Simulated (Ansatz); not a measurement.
# Relaxing generalised stacking fault on (111) (glide set) of a Ge-Sn solid solution (48 atoms)

How does generalised stacking fault on (111) (glide set) of a Ge-Sn solid solution (48 atoms) relax, and what do bonds, charges and levels look like afterwards?

Calculated with Ansatz 0.2.0; Kohn-Sham DFT, PBE, PAW (set soft_2), plane waves.

## 1. The starting structure

The cell holds 48 atoms: 34 Ge and 14 Sn. Cell: a = 8.334 Å, b = 7.218 Å, c = 20.806 Å, α = 90.0°, β = 80.4°, γ = 90.0°. It derives from Ge and Sn. Diamond-structure Ge lattice (a = 5.8932 Å, the value set for the mixture), cell with z along [111], 2 x 1 x 2 periods; the third cell vector is tilted by 0.833 of 1/2[1-10] and lengthened by 0.1 Å, so the cell holds one fault (glide set); displaced by a Gaussian of 0.01 Å; 14 of 48 Ge sites given to Sn at random (lattice constant by Vegard's rule between Ge and Sn).

Limits known from the start: Atoms were free to move along the slip, so the relaxation can undo part or all of it. The host structure and its lattice constant were typed by rule, without a check against the phase diagram.

## 2. Single point at the start

The forces at the start show how far the geometry lies from a minimum of this functional.

Input file input.yaml:

```yaml
crystal:
  lattice:
    - [8.33424, 0.0, 0.0]
    - [0.0, 7.21767, 0.0]
    - [3.47263, 0.0, 20.51464]
  atoms:
    - { symbol: Ge, position: [0.74355, 0.50103, 0.02077] }
    - { symbol: Sn, position: [0.68837, 0.4986, 0.14553] }
    - { symbol: Sn, position: [0.67411, 0.83367, 0.1874] }
    - { symbol: Ge, position: [0.62074, 0.83482, 0.31122] }
    - { symbol: Sn, position: [0.24347, 0.50103, 0.01994] }
    - { symbol: Ge, position: [0.1909, 0.49779, 0.14474] }
    - { symbol: Ge, position: [0.17049, 0.83304, 0.18564] }
    - { symbol: Ge, position: [0.11958, 0.83305, 0.31065] }
    - { symbol: Ge, position: [0.49237, 0.99911, 0.02025] }
    - { symbol: Ge, position: [0.44011, 0.00075, 0.14518] }
    - { symbol: Sn, position: [0.42008, 0.33213, 0.1864] }
    - { symbol: Ge, position: [0.36953, 0.33385, 0.31087] }
    - { symbol: Sn, position: [0.35047, 0.6677, 0.35283] }
    - { symbol: Sn, position: [0.29963, 0.66689, 0.477] }
    - { symbol: Ge, position: [0.60279, 0.16778, 0.35196] }
    - { symbol: Ge, position: [0.55041, 0.16841, 0.47635] }
    - { symbol: Ge, position: [0.53323, 0.50112, 0.51825] }
    - { symbol: Ge, position: [0.4832, 0.49768, 0.6422] }
    - { symbol: Ge, position: [0.46295, 0.83282, 0.6847] }
    - { symbol: Ge, position: [0.41246, 0.83268, 0.80758] }
    - { symbol: Ge, position: [0.99142, 0.9994, 0.02117] }
    - { symbol: Sn, position: [0.94064, 0.998, 0.14516] }
    - { symbol: Ge, position: [0.92051, 0.33286, 0.18689] }
    - { symbol: Ge, position: [0.87003, 0.33302, 0.31095] }
    - { symbol: Ge, position: [0.85397, 0.66652, 0.35154] }
    - { symbol: Ge, position: [0.80102, 0.66918, 0.47727] }
    - { symbol: Sn, position: [0.10323, 0.16598, 0.35245] }
    - { symbol: Ge, position: [0.05133, 0.16681, 0.47619] }
    - { symbol: Ge, position: [0.03454, 0.50097, 0.51887] }
    - { symbol: Ge, position: [0.98284, 0.49984, 0.64216] }
    - { symbol: Ge, position: [0.96477, 0.83519, 0.68362] }
    - { symbol: Ge, position: [0.91113, 0.83298, 0.80869] }
    - { symbol: Ge, position: [0.28461, 0.00089, 0.51829] }
    - { symbol: Ge, position: [0.23442, 0.0002, 0.64123] }
    - { symbol: Ge, position: [0.21575, 0.33363, 0.6841] }
    - { symbol: Ge, position: [0.16266, 0.33514, 0.80907] }
    - { symbol: Ge, position: [0.14512, 0.6653, 0.85071] }
    - { symbol: Ge, position: [0.0919, 0.66656, 0.97492] }
    - { symbol: Sn, position: [0.39529, 0.16605, 0.8504] }
    - { symbol: Sn, position: [0.34457, 0.16723, 0.97492] }
    - { symbol: Sn, position: [0.78381, 0.99876, 0.51824] }
    - { symbol: Sn, position: [0.73415, 0.99976, 0.64201] }
    - { symbol: Sn, position: [0.71448, 0.3331, 0.68388] }
    - { symbol: Ge, position: [0.66286, 0.33313, 0.80772] }
    - { symbol: Sn, position: [0.64648, 0.66667, 0.84966] }
    - { symbol: Ge, position: [0.59132, 0.66691, 0.97539] }
    - { symbol: Ge, position: [0.89439, 0.16733, 0.85016] }
    - { symbol: Ge, position: [0.84582, 0.16854, 0.9739] }
kpoints:
  mp_grid: { grid: [2, 2, 1] }
hamiltonian:
  xc: pbe
scf:
  occupations: { method: fermi_dirac, width: 0.05 }
output:
  forces: true
```

Command:

```
$ ansatz run input.yaml --threads 4 --pin off --max-ram 8192MiB --backend cpu --events-out ev --progress --plain --runs-dir out
```

Numbers of over 12 decimals in the logs are rounded to 6 here.

The log of the run:

```text
Engine: ansatz 0.2.0, aarch64-unknown-linux-gnu
Pseudopotentials: kind: paw
Pseudopotential: Ge, paw, valence charge 14, recommended cutoff 420 eV (normal), Ge.paw.azcp
Pseudopotential: Sn, paw, valence charge 14, recommended cutoff 420 eV (normal), Sn.paw.azcp
[... 5 lines on functional and potentials left out ...]
Crystal: 48 atoms, lattice volume = 1234.033 Å³
Basis set: ecut = 420 eV, 24135 PW (Γ), exchange–correlation on 120×100×288 points (8 copies of the dense FFT grid, shifted against one another)
Bands: 384, of which v1, the nominal top of the filled ones, is band 336 counted from 1 (335 counted from 0)
Symmetry: 1 space group operations
Space group: P1 (ITA 1), of the structure as read, at distance tolerance 1.1e-4 Å
k-points: 4
[... 5 lines on functional and potentials left out ...]
Initial density: superposition of atomic densities (neutral atoms: chi_scale 0, normalization atom), corrected by the library's trained network
Initial wavefunctions: pseudopotential atomic-orbital guess
Functional: x = pbe(κ = 0.804, μ = 0.219515), c = pbe(β = 0.066725)
SCF iter   1: F=—  HF=-230352.317865 eV  |F-HF|=—  |Δ(HF+E_count)|=         —  Δρ=2.36e-3  dr2=1.05e0  ethr=1.77e-3  ⟨swp⟩=6.0  Hψ=5575  notcnv=0  defer=37
preconditioner: auto → LDOS  [metal: Δε(μ)=0.040 eV  Ē_g=20.869 eV  σ=0.050 eV  W_gap=0.19  n_scr=314 (ndim 8)  ℏωp=27.4 eV  f_vac=0.073  D(μ)=9.13/eV (n_scr^D=28)  β→1.0]
SCF iter   2: F=—  HF=-230352.297631 eV  |F-HF|=—  |Δ(HF+E_count)|=   2.02e-2  Δρ=1.43e-3  dr2=3.68e-1  ethr=1.57e-4  ⟨swp⟩=2.0  Hψ=1879  notcnv=0  defer=123
SCF iter   3: F=—  HF=-230352.270604 eV  |F-HF|=—  |Δ(HF+E_count)|=   2.70e-2  Δρ=4.07e-4  dr2=1.22e-2  ethr=5.48e-5  ⟨swp⟩=2.0  Hψ=1734  notcnv=0  defer=123
SCF iter   4: F=—  HF=-230352.269154 eV  |F-HF|=—  |Δ(HF+E_count)|=   1.45e-3  Δρ=1.06e-4  dr2=5.26e-4  ethr=1.82e-6  ⟨swp⟩=2.0  Hψ=2696  notcnv=0  defer=123
SCF iter   5: F=—  HF=-230352.269121 eV  |F-HF|=—  |Δ(HF+E_count)|=   3.27e-5  Δρ=3.57e-5  dr2=4.09e-5  ethr=7.82e-8  ⟨swp⟩=2.0  Hψ=2692  notcnv=0  defer=123
SCF iter   6: F=—  HF=-230352.268736 eV  |F-HF|=—  |Δ(HF+E_count)|=   3.85e-4  Δρ=1.32e-5  dr2=4.22e-6  ethr=6.09e-9  ⟨swp⟩=2.0  Hψ=2203  notcnv=0  defer=123
SCF iter   7: F=—  HF=-230352.268737 eV  |F-HF|=—  |Δ(HF+E_count)|=   1.12e-6  Δρ=5.41e-6  dr2=8.34e-7  ethr=6.27e-10  ⟨swp⟩=2.0  Hψ=2060  notcnv=0  defer=123
SCF iter   8: F=—  HF=-230352.268737 eV  |F-HF|=—  |Δ(HF+E_count)|=   1.19e-7  Δρ=1.98e-6  dr2=1.19e-7  ethr=1.24e-10  ⟨swp⟩=2.0  Hψ=2069  notcnv=0  defer=123
SCF iter   9: F=-230352.268737 eV  HF=-230352.268737 eV  |F-HF|=5.62e-9  |Δ(HF+E_count)|=   1.40e-8  Δρ=7.17e-7  dr2=1.46e-8  ethr=1.49e-11  ⟨swp⟩=4.0  Hψ=4607  notcnv=0
SCF 1 converged in 9 iterations: F = -230352.268737 eV  dr2 = 1.46e-8
  greatest PAW one-centre occupation: 0.999 electrons in one spin orbital (limit 2), on the Ge atom at site 8 (counted from 0), in its partial waves of l = 2
SCF converged after 9 iterations
Free energy (F): -230352.268737 eV
Harris-Foulkes:  -230352.268737 eV  (|F-HF|=5.62e-9)
Internal energy: -230352.176362 eV  (E = F + TS)
E sigma→0 (E₀):  -230352.222550 eV
Entropy (-TS):   -0.092375 eV (-1.924 meV/atom)
Fermi energy:    8.390726 eV
--- Per-component energies (eV) ---
  E_band       = -6805.190856
  E_kinetic    = 6439.617014
  E_local      = -101196.225474  (includes V_loc(G=0)·N_el)
  E_nonlocal   = 13770.015668
  E_hartree    = 46677.304701
  E_xc         = -7926.920024
  E_vxc        = -3545.845609  (∫ρ·V_xc dr)
  E_paw        = -126595.240954  (= ΣΔE_a)
  E_vpaw       = -15627.371488  (= ΣTr[D̂ρ^β])
  E_aug_tail   = 0.010877  (compensation charges beyond the density's cutoff)
  E_ewald      = -61520.738171
  E_smearing   = -0.092375  (= −TS)
  E_closure    = -0.000000  (closes the sum)
  Σ components = -230352.268737   (vs F -230352.268737, Δ=0.00e0)
--- Forces (eV/Å), atoms counted from 1 ---
  atom   1  Ge     4.92916219    -3.19875567     1.11120439
  atom   2  Sn     1.36023449    -0.65504500    -1.22100456
  atom   3  Sn    -1.67010035     0.64840732     0.96015861
  atom   4  Ge     0.80240979     0.46118595     0.92035840
  atom   5  Sn     7.62022309    -4.61492153     4.25993893
  atom   6  Ge    -1.18480502     0.72340942     0.69396617
  atom   7  Ge     1.32219299    -0.75261487     0.49874272
  atom   8  Ge    -1.01500313    -0.54008796    -0.95521353
  atom   9  Ge     8.40617796    -6.63492231     5.02966641
  atom  10  Ge    -0.91491375    -0.85328188    -0.90099664
  atom  11  Sn    -1.28011758    -0.82009019     0.66213146
  atom  12  Ge     0.98910163    -0.55046766     0.35042575
  atom  13  Sn     0.26430585    -0.02782294    -1.82102257
  atom  14  Sn     0.11600970     0.06289854     1.73777286
[...]
atom  47  Ge     0.02618938     0.00707674    -0.05447570
  atom  48  Ge    -4.70752027     3.30545578    -2.34159474
  max |Σ_I F_I| component: 4.59e-6 eV/Å
```

Run time: 59 s. Hardware: 4 threads of Arm Neoverse V1, shared host; peak memory 5.3 GiB.

The program notes that it cut back its work space to fit the memory limit.

Read from the output:

```
free energy            : -230352.2687 eV
free energy per atom   : -4799.0056 eV/atom
SCF cycles             : 9
r.m.s. force component : 2.172 eV/Å
longest force          : 11.83 eV/Å
Fermi energy           : 8.391 eV
```

The r.m.s. force component of 2.2 eV/Å sets the starting point.

Neighbours are counted within 2.93 Å (Ge-Ge), 3.03 Å (Ge-Sn), 2.84 Å (Sn-Sn).

Length of the force by element and coordination:

```tsv
element	coordination	atoms	mean length of the force (eV/Å)	spread	least	most
Ge	all	34	2.29	2.87	0.0598	11.8
Ge	3	6	7.89	2.72	5.78	11.8
Ge	4	28	1.09	0.515	0.0598	1.63
Sn	all	14	2.74	2.88	0.106	9.87
Sn	3	2	9.64	0.235	9.40	9.87
Sn	4	12	1.59	0.617	0.106	2.16
```

## 3. Relaxation

The atoms are relaxed in the fixed cell, aiming at the force tolerance of the input.

Edit input.yaml of step 2 so:

```diff
@@ -15 +15,4 @@
   forces: true
+relax:
+  f_tol: 0.03
+  max_steps: 83
```

The log of the run:

```text
[...]
Crystal: 48 atoms, lattice volume = 1234.033 Å³
Basis set: ecut = 420 eV, 24135 PW (Γ), exchange–correlation on 120×100×288 points (8 copies of the dense FFT grid, shifted against one another)
Bands: 404, of which v1, the nominal top of the filled ones, is band 336 counted from 1 (335 counted from 0)
Symmetry: 1 space group operations
[...]
k-points: 4
[...]
SCF iter   1: F=—  HF=-230352.318667 eV  |F-HF|=—  |Δ(HF+E_count)|=         —  Δρ=2.36e-3  dr2=1.06e0  ethr=1.77e-3  ⟨swp⟩=6.0  Hψ=5858  notcnv=0  defer=74
[...]
SCF iter   6: F=-230352.268735 eV  HF=-230352.268736 eV  |F-HF|=1.17e-6  |Δ(HF+E_count)|=   1.70e-6  Δρ=1.34e-5  dr2=4.49e-6  ethr=3.35e-9  ⟨swp⟩=4.0  Hψ=4686  notcnv=0
SCF 1 converged in 6 iterations: F = -230352.268735 eV  dr2 = 4.49e-6
[...]
relax step   1: F+E_penalty+E_count = -230352.26873473 eV  Δ(F+E_penalty+E_count) = +0.000e0 eV  max|allowed force component| = 8.506e0 eV/Å  Δτ_max = 0.0000 Å  (6 SCF iters, dr2 threshold 2.25e-5 eV, accepted)
[...]
relax step   2: F+E_penalty+E_count = -230359.56420518 eV  Δ(F+E_penalty+E_count) = -7.295e0 eV  max|allowed force component| = 3.032e0 eV/Å  Δτ_max = 0.1948 Å  (6 SCF iters, dr2 threshold 1.00e-4 eV, accepted)
[...]
relax step   3: F+E_penalty+E_count = -230363.17569401 eV  Δ(F+E_penalty+E_count) = -3.611e0 eV  max|allowed force component| = 1.369e0 eV/Å  Δτ_max = 0.1950 Å  (6 SCF iters, dr2 threshold 1.00e-4 eV, accepted)
relax step   4: F+E_penalty+E_count = -230364.19460639 eV  Δ(F+E_penalty+E_count) = -1.019e0 eV  max|allowed force component| = 2.880e-1 eV/Å  Δτ_max = 0.2000 Å  (6 SCF iters, dr2 threshold 1.00e-4 eV, accepted)
relax step   5: F+E_penalty+E_count = -230364.24990980 eV  Δ(F+E_penalty+E_count) = -5.530e-2 eV  max|allowed force component| = 5.463e-2 eV/Å  Δτ_max = 0.0697 Å  (6 SCF iters, dr2 threshold 5.18e-6 eV, accepted)
relax step   6: F+E_penalty+E_count = -230364.25127748 eV  Δ(F+E_penalty+E_count) = -1.368e-3 eV  max|allowed force component| = 3.799e-2 eV/Å  Δτ_max = 0.0292 Å  (6 SCF iters, accepted)
[...]
relax step   7: F+E_penalty+E_count = -230364.25215731 eV  Δ(F+E_penalty+E_count) = -8.798e-4 eV  max|allowed force component| = 3.319e-3 eV/Å  Δτ_max = 0.0084 Å  (6 SCF iters, accepted)
SCF converged after 6 iterations
Free energy (F): -230364.252157 eV
[...]
Internal energy: -230364.191504 eV  (E = F + TS)
E sigma→0 (E₀):  -230364.221831 eV
Entropy (-TS):   -0.060653 eV (-1.264 meV/atom)
Fermi energy:    8.413748 eV
[...]
--- Forces (eV/Å), atoms counted from 1 ---
  atom   1  Ge    -0.00055920    -0.00007106     0.00172880
  atom   2  Sn     0.00024909     0.00008082    -0.00063237
  atom   3  Sn    -0.00106688     0.00025405    -0.00019173
  atom   4  Ge    -0.00069942    -0.00092494     0.00027726
  atom   5  Sn    -0.00140148    -0.00019591     0.00214440
  atom   6  Ge    -0.00078523    -0.00042812    -0.00030666
  atom   7  Ge    -0.00153248    -0.00079578     0.00050453
  atom   8  Ge     0.00066697     0.00073624     0.00042580
  atom   9  Ge    -0.00331930    -0.00230196    -0.00098576
  atom  10  Ge     0.00164934     0.00031573    -0.00050792
  atom  11  Sn    -0.00038913     0.00210494     0.00134739
  atom  12  Ge    -0.00072814     0.00073247     0.00153412
  atom  13  Sn    -0.00010312    -0.00067709    -0.00074676
  atom  14  Sn    -0.00060650    -0.00174693     0.00042171
[...]
atom  47  Ge     0.00054630    -0.00204385    -0.00264810
  atom  48  Ge     0.00238383     0.00299786    -0.00232685
  max |Σ_I F_I| component: 2.63e-6 eV/Å
--- Relaxed structure (7 steps of the walk, 7 accepted, 0 SCFs on fresh bases) ---
  F+E_penalty+E_count = -230364.25215731 eV   max|allowed force component| = 3.319e-3 eV/Å
  atoms:
    - { symbol: Ge, position: [0.793323, 0.492096, 0.00700518] }
    - { symbol: Sn, position: [0.731908, 0.494328, 0.134894] }
    - { symbol: Sn, position: [0.691051, 0.841458, 0.193116] }
    - { symbol: Ge, position: [0.643463, 0.846543, 0.320201] }
[...]
- { symbol: Ge, position: [0.804030, 0.163042, 0.971182] }
```

Wall time 5.6 min (4 threads); peak memory 5.5 GiB.

Step by step:

```tsv
step	energy less that of the first step (eV)	largest force component (eV/Å)
1	0.0000	8.5062
2	-7.2955	3.0317
3	-10.9070	1.3689
4	-11.9259	0.2880
5	-11.9812	0.0546
6	-11.9825	0.0380
7	-11.9834	0.0033
```

The atoms that moved most (Å):

```tsv
atom	dx	dy	dz	length
Ge9	0.474	-0.066	-0.003	0.479
Ge1	0.367	-0.064	-0.282	0.467
Ge38	-0.406	0.020	-0.125	0.426
Sn2	0.326	-0.031	-0.218	0.393
Ge20	-0.335	-0.129	-0.095	0.371
Ge48	-0.358	-0.040	-0.056	0.364
Sn40	-0.325	-0.135	0.034	0.353
Ge36	-0.319	0.075	-0.073	0.336
```

The relaxation changed the energy by -250 meV/atom, and atoms moved by 0.25 Å r.m.s., 0.48 Å at most.

## 4. Local order after relaxation

Density 5.56 g/cm³, 25.71 Å³ an atom.

g(r), total and by pair (bins of 0.2 Å):

```tsv
r (Å)	total	Ge-Ge	Ge-Sn	Sn-Sn
2.40	2.94	5.85	0.00	0.00
2.60	2.89	0.80	6.02	0.00
2.80	0.44	0.00	0.00	5.20
3.00	0.00	0.00	0.00	0.00
3.20	0.00	0.00	0.00	0.00
3.40	0.00	0.00	0.00	0.00
3.60	0.00	0.00	0.00	0.00
3.80	0.03	0.06	0.00	0.00
4.00	2.44	3.04	1.83	1.81
4.20	3.17	2.33	4.30	2.56
4.40	1.38	1.43	1.40	1.04
4.60	0.58	0.52	0.63	0.69
4.80	1.99	1.71	2.19	2.62
5.00	2.33	2.39	2.58	0.81
5.20	0.26	0.29	0.23	0.19
5.40	0.02	0.03	0.00	0.00
5.60	0.12	0.11	0.13	0.16
5.80	0.68	0.57	0.67	1.33
6.00	0.88	1.00	0.81	0.56
6.20	0.61	0.68	0.58	0.38
6.40	1.49	1.34	1.72	1.21
6.60	0.83	0.93	0.69	0.93
6.80	0.18	0.15	0.20	0.22
7.00	0.75	0.65	0.81	1.01
7.20	2.56	2.77	2.12	3.46
7.40	1.48	1.57	1.40	1.29
7.60	1.55	1.63	1.52	1.29
7.80	0.95	0.87	0.96	1.41
```

(Part 1 of 2 ends here.)

[Logs are printed without paths, hosts, clocks, repeated set-up lines and the standing remarks that a program may print on its own settings, such as how far it seeks lower states.]

[Hosts, paths, dates, database ids (printed as entryN), source tags and the programs' standing remarks are cut or masked in the printed files.]
